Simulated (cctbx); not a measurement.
**Mo4Pt with cctbx, script by script**

Library: cctbx 2025.11. The data are simulated by the first script.

## 1. Simulate the data

run.py:

```python
from cctbx import adptbx, crystal, miller, sgtbx, xray
from cctbx.array_family import flex
from iotbx.shelx import hklf
from scitbx import matrix
import scitbx.random

cs = crystal.symmetry(unit_cell=(5.753, 10.126, 5.684, 90, 90, 90), space_group_symbol='Hall: C 2 2 -1ac')  # Ccce
atoms = [  # label, site, U (iso, or U11 U22 U33 U12 U13 U23 in A^2), occupancy
    ("Pt1", (0.5, 0, 0.5), 0.0035, 1),
    ("Mo1", (0.8216, 0.3685, 0.8309), 0.0042, 1),
]
xs = xray.structure(crystal_symmetry=cs)
for label, site, u, occ in atoms:
    u = adptbx.u_cif_as_u_star(cs.unit_cell(), u) if isinstance(u, tuple) else u
    xs.add_scatterer(xray.scatterer(label, site=site, u=u, occupancy=occ))
xs.set_inelastic_form_factors(0.71073, "sasaki")
xs.show_summary()
p1 = xs.expand_to_p1()
ms = miller.build_set(p1, anomalous_flag=True, d_min=0.8)
flex.set_random_seed(714710)
scitbx.random.set_random_seed(714710)
ms = ms.select(flex.random_double(ms.size()) < 0.8)
i = ms.structure_factors_from_scatterers(p1, algorithm="direct").f_calc().as_intensity_array().data()
i = i * 20000 / flex.max(i)
sig = flex.sqrt(i + flex.pow2(0.03 * i) + 8 ** 2)
noise = scitbx.random.variate(scitbx.random.normal_distribution())(i.size())
data = ms.array(data=i + sig * noise, sigmas=sig).set_observation_type_xray_intensity()
with open("data.hkl", "w") as f:
    data.export_as_shelx_hklf(f)
print("reflections written:", data.size(), " <I/sigma> = %.1f" % flex.mean(data.data() / data.sigmas()))
for h, a, b in list(data.sort("data"))[:12]:
    print("%4d%4d%4d %9.1f %7.1f" % (h + (a, b)))
```

```console
$ python run.py
```

```text
Number of scatterers: 2
At special positions: 1
Unit cell: (5.753, 10.126, 5.684, 90, 90, 90)
Space group: C c c a :1 (No. 68)
reflections written: 2144  <I/sigma> = 9.0
   0  -8   0   20332.7   616.5
   0   8   0   19925.4   616.5
  -2   4   0   18292.0   573.7
   2  -4   0   18195.5   573.7
  -2  -4   0   18184.3   573.7
   0   4  -2   15754.1   483.4
   3   3  -3   15675.2   475.4
   3   3   3   15637.1   475.4
   3  -3   3   15524.5   475.4
   0  -4   2   15523.3   483.4
   0  -4  -2   15463.2   483.4
  -3  -3   3   15315.3   475.4
```

It took 0.28 s on 1 thread of Arm Neoverse V2, on a shared host, peak memory 0.07 GiB.

## 2. Refinement (right model, isotropic)

run.py:

```python
import math
from cctbx import adptbx, crystal, maptbx, sgtbx, xray
from cctbx.array_family import flex
from cctbx.xray import observations
from iotbx.shelx import hklf
from scitbx.lstbx import normal_eqns_solving
from smtbx import absolute_structure, utils
from smtbx.refinement import constraints, least_squares

cs = crystal.symmetry(unit_cell=(5.753, 10.126, 5.684, 90, 90, 90), space_group_symbol='Hall: C 2 2 -1ac')  # Ccce
atoms = [  # label, site, U (iso, or U11 U22 U33 U12 U13 U23 in A^2), occupancy
    ("Pt1", (0.5, 0, 0.5), 0.0200, 1),
    ("Mo1", (0.8095, 0.3665, 0.8331), 0.0200, 1),
]
xs = xray.structure(crystal_symmetry=cs)
for label, site, u, occ in atoms:
    u = adptbx.u_cif_as_u_star(cs.unit_cell(), u) if isinstance(u, tuple) else u
    xs.add_scatterer(xray.scatterer(label, site=site, u=u, occupancy=occ))
xs.set_inelastic_form_factors(0.71073, "sasaki")
raw = hklf.reader(file_name="data.hkl").as_miller_arrays(crystal_symmetry=cs, anomalous=True)[0]
merged = raw.eliminate_sys_absent().merge_equivalents()
fo2 = merged.array().set_observation_type_xray_intensity()
print("Rint %.3f, %d unique reflections to %.2f A" % (merged.r_int(), fo2.size(), fo2.d_min()))
for sc in xs.scatterers():
    sc.flags.set_grad_site(True)
    sc.flags.set_grad_u_aniso(sc.flags.use_u_aniso())
    sc.flags.set_grad_u_iso(sc.flags.use_u_iso())
obs = fo2.as_xray_observations()
extra = {}
rep = constraints.reparametrisation(xs, [], utils.connectivity_table(xs), **extra)
ls = least_squares.crystallographic_ls(obs, rep, weighting_scheme=least_squares.mainstream_shelx_weighting(a=0, b=0))
print("cycle     R1     wR2    GooF  max shift (A)")
for cycle in range(8):
    ls.build_up()
    r1, wr2, goof = ls.r1_factor(cutoff_factor=2)[0], ls.wR2(), ls.goof()
    old = xs.sites_cart()
    normal_eqns_solving.levenberg_marquardt_iterations(ls, n_max_iterations=3, tau=1e-06, step_threshold=1e-7)
    big = flex.max((xs.sites_cart() - old).norms())
    print("%4d %7.4f %7.4f %7.3f %9.5f" % (cycle + 1, r1, wr2, goof, big))
    ls.build_up(objective_only=True)
    if abs(ls.wR2() - wr2) < 5e-5 and big < 5e-4:
        break
ls.build_up()
print("final R1 %.4f wR2 %.4f GooF %.3f  parameters %d  data/parameter %.1f" % (ls.r1_factor(cutoff_factor=2)[0], ls.wR2(), ls.goof(), ls.n_parameters, fo2.size() / ls.n_parameters))
cov = ls.covariance_matrix_and_annotations()
su = dict(zip(cov.annotations, (math.sqrt(max(v, 0)) for v in cov.matrix.matrix_packed_u_diagonal())))
a2 = cs.unit_cell().reciprocal_parameters()[0] ** -2
print("atom        x        y        z      Ueq    occ   su(xyz)  su(Uiso or U11)")
for sc in xs.scatterers():
    s = max(su.get(sc.label + k, 0) for k in (".x", ".y", ".z"))
    npd = "" if sc.is_positive_definite_u(cs.unit_cell()) else "  NPD"
    print("%-5s %8.5f %8.5f %8.5f %8.4f %6.3f %8.5f %7.4f%s" % ((sc.label,) + sc.site + (sc.u_iso_or_equiv(cs.unit_cell()), sc.occupancy, s, su.get(sc.label + ".uiso", su.get(sc.label + ".u11", 0) * a2), npd)))
fo = fo2.f_sq_as_f()
fc = fo.structure_factors_from_scatterers(xs, algorithm="direct").f_calc()
diff = fo.f_obs_minus_f_calc(1 / math.sqrt(ls.scale_factor()), fc).average_bijvoet_mates()
m = diff.fft_map(symmetry_flags=maptbx.use_space_group_symmetry, resolution_factor=0.25).apply_volume_scaling()
print("difference map: max %.2f min %.2f rms %.2f" % (m.statistics().max(), m.statistics().min(), m.statistics().sigma()))
peaks = m.peak_search(parameters=maptbx.peak_search_parameters(min_distance_sym_equiv=0.6, max_clusters=6)).all()
near = xs.closest_distances(peaks.sites(), distance_cutoff=4)
sps = cs.special_position_settings(min_distance_sym_equiv=0.5)
for k, (x, h) in enumerate(zip(peaks.sites(), peaks.heights())):
    ss = sps.site_symmetry(x)
    print("Q%-3d %7.4f %7.4f %7.4f %4d %7.2f  %.2f A from %s" % ((k + 1,) + tuple(t % 1 for t in ss.exact_site()) + (ss.multiplicity(), h, near.smallest_distances[k], xs.scatterers()[near.i_seqs[k]].label)))
```

```console
$ python run.py
```

```text
Rint 0.025, 172 unique reflections to 0.80 A
cycle     R1     wR2    GooF  max shift (A)
   1  0.2057  0.4789  24.454   0.07316
   2  0.0071  0.0167   0.851   0.00000
final R1 0.0071 wR2 0.0167 GooF 0.851  parameters 5  data/parameter 34.4
atom        x        y        z      Ueq    occ   su(xyz)  su(Uiso or U11)
Pt1    0.50000  0.00000  0.50000   0.0033  1.000  0.00000  0.0001
Mo1    0.82152  0.36854  0.83099   0.0041  1.000  0.00005  0.0001
difference map: max 0.52 min -0.56 rms 0.16
Q1    0.0665  0.0420  0.8929   16    0.53  0.84 A from Pt1
Q2    0.1891  0.2084  0.6329   16    0.49  0.81 A from Mo1
Q3    0.1348  0.0690  0.4004   16    0.46  1.67 A from Mo1
Q4    0.2500  0.2500  0.2962    8    0.44  1.46 A from Mo1
Q5    0.0001  0.1433  0.1751   16    0.41  1.36 A from Mo1
Q6    0.0946  0.1179  0.0366   16    0.41  1.33 A from Pt1
```

Time: 0.41 s.

## 3. Refinement (right model, anisotropic)

run.py, as its changes from the last script of this kind:

```diff
@@ -12,2 +12,2 @@
-    ("Pt1", (0.5, 0, 0.5), 0.0200, 1),
-    ("Mo1", (0.8095, 0.3665, 0.8331), 0.0200, 1),
+    ("Pt1", (0.5, 0, 0.5), 0.0033, 1),
+    ("Mo1", (0.82152, 0.36854, 0.83099), 0.0041, 1),
@@ -19,0 +20 @@
+xs.convert_to_anisotropic()
```

```console
$ python run.py
```

```text
Rint 0.025, 172 unique reflections to 0.80 A
cycle     R1     wR2    GooF  max shift (A)
   1  0.0071  0.0167   0.870   0.00004
   2  0.0068  0.0162   0.843   0.00000
final R1 0.0068 wR2 0.0162 GooF 0.843  parameters 12  data/parameter 14.3
atom        x        y        z      Ueq    occ   su(xyz)  su(Uiso or U11)
Pt1    0.50000  0.00000  0.50000   0.0033  1.000  0.00000  0.0001
Mo1    0.82151  0.36854  0.83099   0.0041  1.000  0.00005  0.0001
difference map: max 0.53 min -0.46 rms 0.15
Q1    0.0677  0.0402  0.8925   16    0.54  0.83 A from Pt1
Q2    0.1353  0.0688  0.3996   16    0.47  1.68 A from Mo1
Q3    0.1870  0.2122  0.6328   16    0.45  0.84 A from Mo1
Q4    0.2500  0.2500  0.3003    8    0.41  1.47 A from Mo1
Q5    0.0908  0.1135  0.0372   16    0.40  1.28 A from Pt1
Q6    0.9959  0.1448  0.1737   16    0.40  1.35 A from Mo1
```

Time: 0.4 s.

## 4. Refinement

run.py, as its changes from the last script of this kind:

```diff
@@ -13 +12,0 @@
-    ("Mo1", (0.82152, 0.36854, 0.83099), 0.0041, 1),
@@ -34 +33 @@
-for cycle in range(8):
+for cycle in range(12):
```

```console
$ python run.py
```

```text
Rint 0.025, 172 unique reflections to 0.80 A
cycle     R1     wR2    GooF  max shift (A)
   1  0.7431  0.9266  47.030   0.00000
   2  0.7382  0.9200  46.698   0.00000
final R1 0.7382 wR2 0.9200 GooF 46.698  parameters 3  data/parameter 57.3
atom        x        y        z      Ueq    occ   su(xyz)  su(Uiso or U11)
Pt1    0.50000  0.00000  0.50000  -0.0113  1.000  0.00000  0.0148  NPD
difference map: max 686.23 min -77.18 rms 36.68
Q1    0.0000  0.0000  0.0000    4  686.23  0.00 A from Pt1
Q2    0.1830  0.1326  0.3279   16  206.13  2.47 A from Pt1
Q3    0.1830  0.1326  0.6721   16  206.13  2.47 A from Pt1
Q4    0.0000  0.0000  0.3445    8   45.89  1.96 A from Pt1
Q5    0.0000  0.2327  0.5000    8   37.09  2.71 A from Pt1
Q6    0.1393  0.0000  0.5000    8   36.10  2.08 A from Pt1
```

Time: 0.45 s.

This run holds a fault made on purpose: atom left out: Mo1.

## 5. Refinement

run.py, as its changes from the last script of this kind:

```diff
@@ -12,0 +13 @@
+    ("Ru1", (0.82152, 0.36854, 0.83099), 0.0041, 1),
```

```console
$ python run.py
```

```text
Rint 0.025, 172 unique reflections to 0.80 A
cycle     R1     wR2    GooF  max shift (A)
   1  0.0327  0.0897   4.678   0.00055
   2  0.0158  0.0467   2.435   0.00000
final R1 0.0158 wR2 0.0467 GooF 2.435  parameters 12  data/parameter 14.3
atom        x        y        z      Ueq    occ   su(xyz)  su(Uiso or U11)
Pt1    0.50000  0.00000  0.50000   0.0019  1.000  0.00000  0.0003
Ru1    0.82158  0.36856  0.83093   0.0058  1.000  0.00014  0.0004
difference map: max 2.02 min -1.41 rms 0.36
Q1    0.0000  0.0000  0.0000    4    2.08  0.00 A from Pt1
Q2    0.0776  0.0325  0.2252   16    0.58  1.39 A from Pt1
Q3    0.1115  0.0963  0.1881   16    0.58  1.26 A from Ru1
Q4    0.0525  0.1449  0.8378   16    0.57  1.21 A from Ru1
Q5    0.1281  0.0628  0.3905   16    0.57  1.75 A from Ru1
Q6    0.2500  0.2500  0.2668    8    0.56  1.39 A from Ru1
```

Time: 0.38 s.

This run holds a fault made on purpose: wrong element: Ru1 is Mo.

## 6. Refinement

run.py, as its changes from the last script of this kind:

```diff
@@ -13 +12,0 @@
-    ("Ru1", (0.82152, 0.36854, 0.83099), 0.0041, 1),
```

```console
$ python run.py
```

```text
Rint 0.025, 172 unique reflections to 0.80 A
cycle     R1     wR2    GooF  max shift (A)
   1  0.7431  0.9266  47.030   0.00000
   2  0.7382  0.9200  46.698   0.00000
final R1 0.7382 wR2 0.9200 GooF 46.698  parameters 3  data/parameter 57.3
atom        x        y        z      Ueq    occ   su(xyz)  su(Uiso or U11)
Pt1    0.50000  0.00000  0.50000  -0.0113  1.000  0.00000  0.0148  NPD
difference map: max 686.23 min -77.18 rms 36.68
Q1    0.0000  0.0000  0.0000    4  686.23  0.00 A from Pt1
Q2    0.1830  0.1326  0.3279   16  206.13  2.47 A from Pt1
Q3    0.1830  0.1326  0.6721   16  206.13  2.47 A from Pt1
Q4    0.0000  0.0000  0.3445    8   45.89  1.96 A from Pt1
Q5    0.0000  0.2327  0.5000    8   37.09  2.71 A from Pt1
Q6    0.1393  0.0000  0.5000    8   36.10  2.08 A from Pt1
```

It took 0.43 s on 1 thread of Arm Neoverse V2, on a shared host, peak memory 0.09 GiB.

This run holds a fault made on purpose: atom left out: Mo1.

[Logs are printed without paths, hosts, clocks, repeated set-up lines and the standing remarks that a program may print on its own settings, such as how far it seeks lower states.]
